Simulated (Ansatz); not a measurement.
# Elastic response of CdH8C4O6 (P2_1/c) (152 atoms), part 2 of 4

How stiff is CdH8C4O6 (P2_1/c) (152 atoms), and how do its levels respond to strain?

Ansatz 0.2.0; Kohn-Sham DFT, PBE+D3(BJ), PAW (set soft_2), plane waves.

The cell: 8 Cd, 64 H, 32 C and 48 O. Sampling is at Γ alone.

So far. Step 2 (Single point at the start): The r.m.s. force at the start is 0.70 eV/Å. Step 3 (Cell and atoms relaxed): The relaxation converged after 13 steps, with a largest force component of 0.032 eV/Å.

**4. Single point at the relaxed geometry**

The electronic structure is read at the final geometry, in a run of its own.

input.yaml reads:

```yaml
crystal:
  lattice:
    - [15.27655, 0.00034, 0.50054]
    - [0.00027, 12.21194, -0.0006]
    - [-0.39457, -0.00041, 8.18119]
  atoms:
    - { symbol: Cd, position: [0.08638, 0.5883, 0.08026] }
    - { symbol: Cd, position: [0.41351, 0.08829, 0.41965] }
    - { symbol: Cd, position: [0.41355, 0.41178, 0.91947] }
    - { symbol: Cd, position: [0.08636, 0.91182, 0.58044] }
    - { symbol: H, position: [0.32066, 0.61843, 0.45621] }
    - { symbol: H, position: [0.17933, 0.11844, 0.04359] }
    [... 140 atom lines left out ...]
    - { symbol: O, position: [0.97221, 0.46523, 0.67001] }
    - { symbol: O, position: [0.52766, 0.96517, 0.82986] }
    - { symbol: O, position: [0.62918, 0.5914, 0.80849] }
    - { symbol: O, position: [0.87074, 0.09139, 0.69138] }
    - { symbol: O, position: [0.87076, 0.40864, 0.19132] }
    - { symbol: O, position: [0.62915, 0.90864, 0.30853] }
kpoints:
  mp_grid: { grid: [1, 1, 1] }
hamiltonian:
  xc: pbe
  dispersion: d3bj
scf:
  occupations: { method: fixed }
output:
  forces: true
  stress: true
  populations: true
  dos:
    method: { smearing: { sigma: 0.1 } }
    de: 0.1
    projected: { site_lists: { C: [C], Cd: [Cd], H: [H], O: [O] } }
  eigenvalues: true
  write_density: true
  write_potential: true
  volumetric_format: npy
  elf: true
```

Command:

```
$ ansatz run input.yaml --threads 4 --pin off --max-ram 8192MiB --backend cpu --events-out ev --progress --plain --runs-dir out
```

Numbers of over 12 decimals in the logs are rounded to 6 here.

The program printed:

```text
[...]
Crystal: 152 atoms, lattice volume = 1528.664 Å³
Basis set: ecut = 420 eV, 29899 PW (Γ), exchange–correlation on 216×180×120 points (8 copies of the dense FFT grid, shifted against one another)
Bands: 472, of which v1, the nominal top of the filled ones, is band 320 counted from 1 (319 counted from 0)
Symmetry: 1 space group operations
[...]
k-points: 1
[...]
SCF iter   1: F=—  HF=-102335.510650 eV  |F-HF|=—  |Δ(HF+E_count)|=         —  Δρ=3.07e-3  dr2=1.62e-1  ethr=1.77e-3  ⟨swp⟩=5.0  Hψ=1627  notcnv=0  defer=149
[...]
SCF iter   9: F=-102335.487498 eV  HF=-102335.487498 eV  |F-HF|=7.36e-9  |Δ(HF+E_count)|=   9.05e-8  Δρ=2.63e-6  dr2=9.87e-8  ethr=1.56e-11  ⟨swp⟩=20.0  Hψ=4701  notcnv=0
SCF 1 converged in 9 iterations: F = -102335.487498 eV  dr2 = 9.87e-8
[...]
SCF converged after 9 iterations
Free energy (F): -102335.487498 eV
[...]
Internal energy: -102335.487498 eV  (E = F + TS)
E sigma→0 (E₀):  -102335.487498 eV
Fermi energy:    1.224315 eV
[...]
--- Forces (eV/Å), atoms counted from 1 ---
  atom   1  Cd    -0.00213253    -0.00087934     0.00703579
  atom   2  Cd     0.00276129     0.00053152    -0.00649237
  atom   3  Cd     0.00207377    -0.00054549    -0.00578778
  atom   4  Cd    -0.00175492    -0.00058534     0.00490237
  atom   5  H      0.00155903    -0.00126915     0.00427790
  atom   6  H     -0.00267705    -0.00171295    -0.00480342
  atom   7  H     -0.00158300     0.00223389    -0.00663958
  atom   8  H      0.00149629     0.00189689     0.00565384
  atom   9  H     -0.00315457     0.00187269    -0.00239483
  atom  10  H      0.00273877     0.00052775     0.00429748
  atom  11  H      0.00454140    -0.00211565     0.00345415
  atom  12  H     -0.00120502    -0.00049293    -0.00463143
  atom  13  H     -0.00086991     0.00081859    -0.00032460
  atom  14  H      0.00132969     0.00077789     0.00044124
[...]
atom 151  O      0.00198694    -0.03243555     0.01309068
  atom 152  O      0.00286957    -0.02796136    -0.01251115
  max |Σ_I F_I| component: 4.46e-6 eV/Å
--- Stress (GPa, compression-positive) ---
        0.003833      -0.000570       0.019887
       -0.000570      -0.006719      -0.001564
        0.019887      -0.001564       0.028575
  P = ⅓ Tr σ = 0.0086 GPa (0.086 kbar)
--- Band table (eV) ---
[...]
--- Löwdin populations: 152 sites ---
  site symbol       q [e]
     0     Cd     18.5350
     1     Cd     18.5350
     2     Cd     18.5350
[...]
151      O      6.7399
  spilling = 0.009534 (of n_electrons = 640.000000)
```

Elapsed: 36 s, on 4 threads of Arm Neoverse V1, shared host; peak memory 2.3 GiB; 2.3 min of CPU time.

Numbers from this run:

```
free energy                                      : -102335.4875 eV
free energy per atom                             : -673.2598 eV/atom
SCF cycles                                       : 9
pressure                                         : 0.008563 GPa
r.m.s. force component                           : 0.0089 eV/Å
longest force                                    : 0.04151 eV/Å
Fermi energy                                     : 1.224 eV
gap (highest filled to lowest empty level) : 4.347 eV
spilling of the projection                       : 0.009534
```

Löwdin charges by element and coordination (they lack the spilled electrons, 0.040 e an atom on average):

| element | coordination | atoms | mean charge (e) | spread | least | most |
| --- | --- | --- | --- | --- | --- | --- |
| C | all | 32 | 0.124 | 0.445 | -0.321 | 0.571 |
| C | 3 | 16 | 0.568 | 0.0025 | 0.566 | 0.571 |
| C | 4 | 16 | -0.321 | 3.0e-4 | -0.321 | -0.320 |
| Cd | all | 8 | 1.47 | 0 | 1.46 | 1.47 |
| H | all | 64 | 0.299 | 0.0909 | 0.199 | 0.398 |
| O | all | 48 | -0.598 | 0.105 | -0.740 | -0.481 |
| O | 1 | 8 | -0.481 | 1.0e-4 | -0.481 | -0.481 |
| O | 2 | 16 | -0.514 | 0.0079 | -0.522 | -0.506 |
| O | 3 | 24 | -0.694 | 0.0586 | -0.740 | -0.611 |

States in the cell by windows of 1 eV, zero at the Fermi level; the larger projections on atomic orbitals stand beside the total:

| from (eV) | to (eV) | total | O p | C p | Cd d | H s | C s |
| --- | --- | --- | --- | --- | --- | --- | --- |
| -14 | -13 | 16.0 | 0.2 | 3.2 | 0.0 | 2.8 | 9.0 |
| -13 | -11 | 0.0 | 0.0 | 0.0 | 0.0 | 0.0 | 0.0 |
| -11 | -10 | 16.0 | 0.9 | 5.6 | 0.1 | 2.2 | 5.9 |
| -10 | -9 | 0.0 | 0.0 | 0.0 | 0.0 | 0.0 | 0.0 |
| -9 | -8 | 0.3 | 0.1 | 0.0 | 0.0 | 0.0 | 0.0 |
| -8 | -7 | 37.7 | 18.5 | 3.3 | 2.6 | 6.0 | 2.9 |
| -7 | -6 | 68.5 | 21.7 | 13.0 | 21.5 | 7.2 | 1.7 |
| -6 | -5 | 80.2 | 17.8 | 12.9 | 41.7 | 3.4 | 0.6 |
| -5 | -4 | 51.5 | 23.2 | 13.8 | 7.8 | 2.1 | 0.4 |
| -4 | -3 | 52.5 | 29.0 | 12.4 | 2.8 | 4.3 | 0.2 |
| -3 | -2 | 35.3 | 14.3 | 11.2 | 0.8 | 6.9 | 0.1 |
| -2 | -1 | 46.3 | 39.5 | 3.3 | 0.4 | 1.1 | 0.3 |
| -1 | 0 | 72.8 | 64.4 | 4.0 | 2.0 | 0.7 | 0.5 |
| 0 | 1 | 2.9 | 2.6 | 0.1 | 0.1 | 0.0 | 0.0 |
| 1 | 4 | 0.0 | 0.0 | 0.0 | 0.0 | 0.0 | 0.0 |
| 4 | 5 | 12.2 | 3.0 | 3.5 | 0.0 | 1.7 | 0.2 |

With fixed occupations the program's Fermi level is the highest filled level; weight inside the gap is the broadening of levels at its edges.

Between -26 and -14 eV lie 96 more states.

The stored curve holds about 576 of the 640 electrons; the rest, give or take the few that broadening carries across the Fermi level, lie in deeper levels below its range.

The levels nearest the highest filled one (over half full), pooled over k-points and spins:

| level less the highest filled one (eV) | occupation |
| --- | --- |
| -0.175 | 2 |
| -0.139 | 2 |
| -0.0732 | 2 |
| -0.0656 | 2 |
| -0.0254 | 2 |
| 0 | 2 |
| 4.35 | 0 |
| 4.78 | 0 |
| 4.78 | 0 |
| 4.85 | 0 |
| 4.92 | 0 |
| 4.97 | 0 |

Valence density in the ab plane at fractional z = 0.226, with atoms of H and C and O within 0.2 Å of it. It is the smooth field of the valence electrons, not physical close to the nuclei.

Values in e/Å³, 13 rows by 16 columns, each cell a mean:
```
0.3 0.3 0.5 0.1 0.1 0.0 0.0 0.2 0.3 0.3 0.5 0.1 0.1 0.0 0.0 0.2
0.0 0.3 0.7 0.1 0.0 0.2 0.1 0.0 0.0 0.3 0.7 0.1 0.0 0.2 0.1 0.0
0.0 0.0 0.3 0.2 0.1 0.6 0.1 0.0 0.0 0.0 0.3 0.2 0.1 0.6 0.1 0.0
0.0 0.1 2.3 2.9 0.2 0.2 0.1 0.0 0.0 0.1 2.3 2.9 0.2 0.2 0.1 0.0
0.1 0.1 0.8 1.9 1.0 0.4 0.2 0.0 0.1 0.1 0.8 1.9 1.0 0.4 0.2 0.0
0.4 0.2 0.2 2.7 1.3 0.1 0.1 0.1 0.4 0.2 0.2 2.7 1.3 0.1 0.1 0.1
0.3 0.1 0.1 1.6 0.8 0.4 0.3 0.1 0.3 0.1 0.1 1.7 0.9 0.4 0.3 0.1
0.0 0.0 0.1 0.1 0.1 2.2 2.3 0.1 0.0 0.0 0.1 0.1 0.1 2.2 2.3 0.1
0.0 0.1 0.9 0.2 0.1 0.9 0.6 0.0 0.0 0.1 0.9 0.2 0.1 0.9 0.6 0.0
0.0 0.1 0.7 0.3 0.4 0.7 0.1 0.0 0.0 0.1 0.7 0.2 0.4 0.6 0.1 0.0
0.0 0.2 0.8 1.0 1.3 1.2 0.1 0.0 0.0 0.2 0.8 1.0 1.3 1.2 0.1 0.0
0.2 0.3 0.9 0.9 1.2 0.2 0.1 0.4 0.2 0.3 0.9 0.9 1.2 0.2 0.1 0.4
0.8 0.1 0.1 0.3 1.1 0.1 0.2 2.1 0.8 0.1 0.1 0.3 1.1 0.2 0.2 2.1
```
Columns run along a (15.3 Å), rows up along b (12.2 Å). Atoms in or near the plane, at fractional coordinates: H at (0.12, 0.12), H at (0.35, 0.83), H at (0.35, 0.33), C at (0.24, 0.63), O at (0.18, 0.71), H at (0.62, 0.12), H at (0.85, 0.82), H at (0.85, 0.33), C at (0.74, 0.63), O at (0.68, 0.71).

Electrostatic potential energy in the ab plane at fractional z = 0.226, with atoms of H and C and O within 0.2 Å of it. With pseudopotentials it is smooth inside the atoms' cores, unlike the true potential.

Values in eV, 13 rows by 16 columns, each cell a mean:
```
 -2   5   3   5   7   8   8   5  -2   5   3   5   7   8   8   5
  7   5  -2   6   7   1   6   7   7   5  -2   6   7   1   6   7
  8   7   0   6   6  -8   5   7   8   7   0   6   6  -8   5   7
  7   7 -14 -19   3   4   6   7   7   7 -14 -19   3   4   6   7
  6   4  -2 -28 -19   1   1   7   6   4  -2 -28 -18   1   2   7
  4   2   4 -23 -10   5   5   6   4   2   5 -23 -10   5   5   6
  5   6   7  -8  -3  -3   5   5   5   6   7  -9  -3  -3   5   5
  7   7   7   7   4 -21 -15   7   7   7   7   7   4 -20 -15   7
  7   6  -8   5   6 -16  -1   8   7   6  -8   5   6 -16  -1   8
  7   5  -2   4   4   0   7   8   7   5  -3   4   4   0   7   8
  7   5  -8 -10 -17  -7   7   7   7   5  -9 -10 -17  -7   7   7
  6  -2 -10 -10 -22   4   6   3   6  -3 -11 -10 -22   4   6   3
 -5   6   6   5  -4   7   7 -17  -5   6   6   5  -4   7   7 -17
```
Columns run along a (15.3 Å; values clipped at the 3rd and 97th percentile), rows up along b (12.2 Å). Atoms in or near the plane, at fractional coordinates: H at (0.12, 0.12), H at (0.35, 0.83), H at (0.35, 0.33), C at (0.24, 0.63), O at (0.18, 0.71), H at (0.62, 0.12), H at (0.85, 0.82), H at (0.85, 0.33), C at (0.74, 0.63), O at (0.68, 0.71).

Filled and empty levels are parted by 4.35 eV at Γ alone; the mesh holds the band edges only if they fold onto it, so the gap at this level can be narrower or closed, while semilocal functionals tend to narrow gaps against experiment. Mean Löwdin charges: C +0.12, Cd +1.47, H +0.30, O -0.60 e (they miss 0.95 % of the electrons, so they add up to more than the cell's charge).

**5. Volume -3 %**

The relaxed cell is scaled evenly and the atoms are relaxed again; the stress at the end gives one point of P(V).

input.yaml, the sections that differ from step 4:

```yaml
crystal:
  lattice:
    - [15.12223, 0.00034, 0.49548]
    - [0.00027, 12.08858, -0.00059]
    - [-0.39058, -0.00041, 8.09855]
  atoms:
    [... the 152 atom lines of step 4 ...]
output:
  forces: true
  eigenvalues: true
  stress: true
relax:
  f_tol: 0.05
  max_steps: 70
# kpoints, hamiltonian, scf: as in step 4
```

The program printed:

```text
Warning: output.stress: scf.convergence.dr2_threshold = 1e-7 eV (the SCF's general default) is looser than the 1.08e-8 eV advised for a printed stress (1e-10 eV for each atom of the cell: 152, of which 108 are counted). What an SCF threshold leaves in a stress goes as its square root, and in the free energy as the threshold itself, and one threshold admits the most on a small cell: [...]
[...]
Crystal: 152 atoms, lattice volume = 1482.805 Å³
Basis set: ecut = 420 eV, 29025 PW (Γ), exchange–correlation on 216×162×120 points (8 copies of the dense FFT grid, shifted against one another)
Bands: 472, of which v1, the nominal top of the filled ones, is band 320 counted from 1 (319 counted from 0)
Symmetry: 1 space group operations
[...]
k-points: 1
[...]
SCF iter   1: F=—  HF=-102334.988055 eV  |F-HF|=—  |Δ(HF+E_count)|=         —  Δρ=3.24e-3  dr2=1.73e-1  ethr=1.77e-3  ⟨swp⟩=5.0  Hψ=1626  notcnv=0  defer=148
[...]
SCF iter   5: F=—  HF=-102334.958614 eV  |F-HF|=—  |Δ(HF+E_count)|=   4.56e-5  Δρ=1.51e-4  dr2=3.38e-4  ethr=2.09e-7  ⟨swp⟩=2.0  Hψ=585  notcnv=0  defer=150
SCF iter   6: F=-102334.958585 eV  HF=-102334.958598 eV  |F-HF|=1.30e-5  |Δ(HF+E_count)|=   1.61e-5  Δρ=6.34e-5  dr2=5.71e-5  ethr=9.77e-9  ⟨swp⟩=15.0  Hψ=3366  notcnv=0
SCF 1 converged in 6 iterations: F = -102334.958585 eV  dr2 = 5.71e-5
[...]
relax step   1: F+E_penalty+E_count = -102334.95858489 eV  Δ(F+E_penalty+E_count) = +0.000e0 eV  max|allowed force component| = 8.312e-1 eV/Å  Δτ_max = 0.0000 Å  (6 SCF iters, dr2 threshold 6.25e-5 eV, accepted)
[...]
relax step   2: F+E_penalty+E_count = -102335.32612920 eV  Δ(F+E_penalty+E_count) = -3.675e-1 eV  max|allowed force component| = 2.417e-1 eV/Å  Δτ_max = 0.0732 Å  (6 SCF iters, dr2 threshold 4.32e-5 eV, accepted)
[...]
relax step   3: F+E_penalty+E_count = -102335.36705240 eV  Δ(F+E_penalty+E_count) = -4.092e-2 eV  max|allowed force component| = 9.961e-2 eV/Å  Δτ_max = 0.0959 Å  (8 SCF iters, dr2 threshold 3.65e-6 eV, accepted)
relax step   4: F+E_penalty+E_count = -102335.39246250 eV  Δ(F+E_penalty+E_count) = -2.541e-2 eV  max|allowed force component| = 1.008e-1 eV/Å  Δτ_max = 0.0734 Å  (9 SCF iters, accepted)
[...]
relax step   5: F+E_penalty+E_count = -102335.40473467 eV  Δ(F+E_penalty+E_count) = -1.227e-2 eV  max|allowed force component| = 2.666e-2 eV/Å  Δτ_max = 0.0330 Å  (9 SCF iters, accepted)
SCF converged after 9 iterations
Free energy (F): -102335.404735 eV
[...]
Internal energy: -102335.404735 eV  (E = F + TS)
E sigma→0 (E₀):  -102335.404735 eV
Fermi energy:    1.456387 eV
[...]
Σ components = -102335.404735   (vs F -102335.404735, Δ=0.00e0)
--- Forces (eV/Å), atoms counted from 1 ---
  atom   1  Cd     0.00599098    -0.00048700     0.00688730
  atom   2  Cd    -0.00635655    -0.00112117    -0.00621257
  atom   3  Cd    -0.00670209     0.00075221    -0.00722979
  atom   4  Cd     0.00627236     0.00124923     0.00607597
[...]
atom 152  O     -0.00092739    -0.00893247     0.00641805
  max |Σ_I F_I| component: 3.29e-6 eV/Å
--- Stress (GPa, compression-positive) ---
        0.829254      -0.000139       0.260677
       -0.000139       0.507887       0.000051
        0.260677       0.000051       0.438402
  P = ⅓ Tr σ = 0.5918 GPa (5.918 kbar)
--- Band table (eV) ---
[...]
--- Relaxed structure (5 steps of the walk, 5 accepted, 0 SCFs on fresh bases) ---
  F+E_penalty+E_count = -102335.40473467 eV   max|allowed force component| = 2.666e-2 eV/Å
  atoms:
    - { symbol: Cd, position: [0.087255, 0.585694, 0.079948] }
    - { symbol: Cd, position: [0.412663, 0.085732, 0.419935] }
    - { symbol: Cd, position: [0.412677, 0.414346, 0.919811] }
    - { symbol: Cd, position: [0.087225, 0.914347, 0.580057] }
[...]
- { symbol: O, position: [0.626131, 0.904938, 0.303834] }
```

It took 2.2 min on 4 threads; peak memory 2.2 GiB; 8.3 min of CPU time.

The program notes that the SCF threshold is loose for the stress.

The relaxation converged after 5 steps, 0.446 eV below its start, with a largest force component of 0.027 eV/Å.

Volume -3 %: the energy stands 0.0828 eV above that of the reference, at a pressure of 0.592 GPa.

**6. Volume +3 %**

The relaxed cell is scaled to another volume.

input.yaml, the sections that differ from step 5:

```yaml
crystal:
  lattice:
    - [15.42781, 0.00034, 0.5055]
    - [0.00027, 12.33286, -0.00061]
    - [-0.39848, -0.00041, 8.2622]
  atoms:
    [... the 152 atom lines of step 4 ...]
# kpoints, hamiltonian, scf, output, relax: as in step 5
```

The program printed:

```text
[...]
Crystal: 152 atoms, lattice volume = 1574.525 Å³
Basis set: ecut = 420 eV, 30767 PW (Γ), exchange–correlation on 216×180×120 points (8 copies of the dense FFT grid, shifted against one another)
Bands: 472, of which v1, the nominal top of the filled ones, is band 320 counted from 1 (319 counted from 0)
Symmetry: 1 space group operations
[...]
k-points: 1
[...]
SCF iter   1: F=—  HF=-102335.021947 eV  |F-HF|=—  |Δ(HF+E_count)|=         —  Δρ=2.94e-3  dr2=1.54e-1  ethr=1.77e-3  ⟨swp⟩=5.0  Hψ=1624  notcnv=0  defer=149
[...]
SCF iter   6: F=—  HF=-102335.005146 eV  |F-HF|=—  |Δ(HF+E_count)|=   1.86e-5  Δρ=6.32e-5  dr2=6.34e-5  ethr=5.26e-8  ⟨swp⟩=2.0  Hψ=605  notcnv=0  defer=150
SCF iter   7: F=-102335.005150 eV  HF=-102335.005150 eV  |F-HF|=1.25e-7  |Δ(HF+E_count)|=   3.25e-6  Δρ=1.63e-5  dr2=4.79e-6  ethr=9.77e-9  ⟨swp⟩=15.0  Hψ=3244  notcnv=0
SCF 1 converged in 7 iterations: F = -102335.005150 eV  dr2 = 4.79e-6
[...]
relax step   1: F+E_penalty+E_count = -102335.00514957 eV  Δ(F+E_penalty+E_count) = +0.000e0 eV  max|allowed force component| = 7.555e-1 eV/Å  Δτ_max = 0.0000 Å  (7 SCF iters, dr2 threshold 6.25e-5 eV, accepted)
[...]
relax step   2: F+E_penalty+E_count = -102335.33653178 eV  Δ(F+E_penalty+E_count) = -3.314e-1 eV  max|allowed force component| = 2.445e-1 eV/Å  Δτ_max = 0.0672 Å  (7 SCF iters, dr2 threshold 3.57e-5 eV, accepted)
[...]
relax step   3: F+E_penalty+E_count = -102335.33539642 eV  Δ(F+E_penalty+E_count) = +1.135e-3 eV  max|allowed force component| = 1.869e-1 eV/Å  Δτ_max = 0.1439 Å  (9 SCF iters, dr2 threshold 3.74e-6 eV, rejected (line search))
relax step   4: F+E_penalty+E_count = -102335.39555119 eV  Δ(F+E_penalty+E_count) = -5.902e-2 eV  max|allowed force component| = 2.587e-1 eV/Å  Δτ_max = 0.0703 Å  (10 SCF iters, accepted)
relax step   5: F+E_penalty+E_count = -102335.41290236 eV  Δ(F+E_penalty+E_count) = -1.735e-2 eV  max|allowed force component| = 8.994e-3 eV/Å  Δτ_max = 0.0233 Å  (6 SCF iters, dr2 threshold 7.01e-6 eV, accepted)
[...]
relax step   6: F+E_penalty+E_count = -102335.41290356 eV  Δ(F+E_penalty+E_count) = -1.206e-6 eV  max|allowed force component| = 8.888e-3 eV/Å  Δτ_max = 0.0000 Å  (4 SCF iters, accepted)
SCF converged after 4 iterations
Free energy (F): -102335.412904 eV
[...]
Internal energy: -102335.412904 eV  (E = F + TS)
E sigma→0 (E₀):  -102335.412904 eV
Fermi energy:    0.999147 eV
[...]
Σ components = -102335.412904   (vs F -102335.412904, Δ=0.00e0)
--- Forces (eV/Å), atoms counted from 1 ---
  atom   1  Cd     0.00090243     0.00114296     0.00501843
  atom   2  Cd    -0.00121430     0.00107261    -0.00485959
  atom   3  Cd    -0.00163431    -0.00125866    -0.00525321
  atom   4  Cd     0.00149142    -0.00101906     0.00543000
[...]
atom 152  O     -0.00358981    -0.00259547     0.00596098
  max |Σ_I F_I| component: 4.51e-6 eV/Å
--- Stress (GPa, compression-positive) ---
       -0.790799       0.000061      -0.205898
        0.000061      -0.493454       0.000206
       -0.205898       0.000206      -0.351383
  P = ⅓ Tr σ = -0.5452 GPa (-5.452 kbar)
--- Band table (eV) ---
[...]
--- Relaxed structure (6 steps of the walk, 5 accepted, 0 SCFs on fresh bases) ---
  F+E_penalty+E_count = -102335.41290356 eV   max|allowed force component| = 8.888e-3 eV/Å
  atoms:
    - { symbol: Cd, position: [0.085915, 0.590695, 0.078963] }
    - { symbol: Cd, position: [0.414006, 0.090734, 0.420924] }
    - { symbol: Cd, position: [0.414009, 0.409353, 0.920831] }
    - { symbol: Cd, position: [0.085875, 0.909345, 0.579048] }
[...]
- { symbol: O, position: [0.631905, 0.912668, 0.311318] }
```

The job ended after 2.7 min (4 threads; peak memory 2.3 GiB; 10 min of CPU time).

The relaxation converged after 6 steps, 0.408 eV below its start, with a largest force component of 0.0089 eV/Å.

Volume +3 %: the energy stands 0.0746 eV above that of the reference, at a pressure of -0.545 GPa.

**7. Volume -6 %**

The relaxed cell is scaled to another volume.

Input and log are left out; they have the form of those shown for this kind of step.

Elapsed: 2.6 min, on 4 threads of Arm Neoverse V1, shared host; peak memory 2.1 GiB.

The relaxation converged after 6 steps, 1.90 eV below its start, with a largest force component of 0.035 eV/Å.

Volume -6 %: the energy stands 0.346 eV above that of the reference, at a pressure of 1.16 GPa.

**8. Volume +6 %**

The relaxed cell is scaled to another volume.

Input and log are left out; they have the form of those shown for this kind of step.

Run time: 2.7 min. Hardware: 4 threads of Arm Neoverse V1, shared host; peak memory 2.4 GiB.

The relaxation converged after 6 steps, 1.54 eV below its start, with a largest force component of 0.034 eV/Å.

Volume +6 %: the energy stands 0.312 eV above that of the reference, at a pressure of -1.09 GPa.

(Continued in part 3 of 4.)

[Logs are printed without paths, hosts, clocks, repeated set-up lines and the standing remarks that a program may print on its own settings, such as how far it seeks lower states.]

[Hosts, paths, dates, database ids (printed as entryN), source tags and the programs' standing remarks are cut or masked in the printed files.]
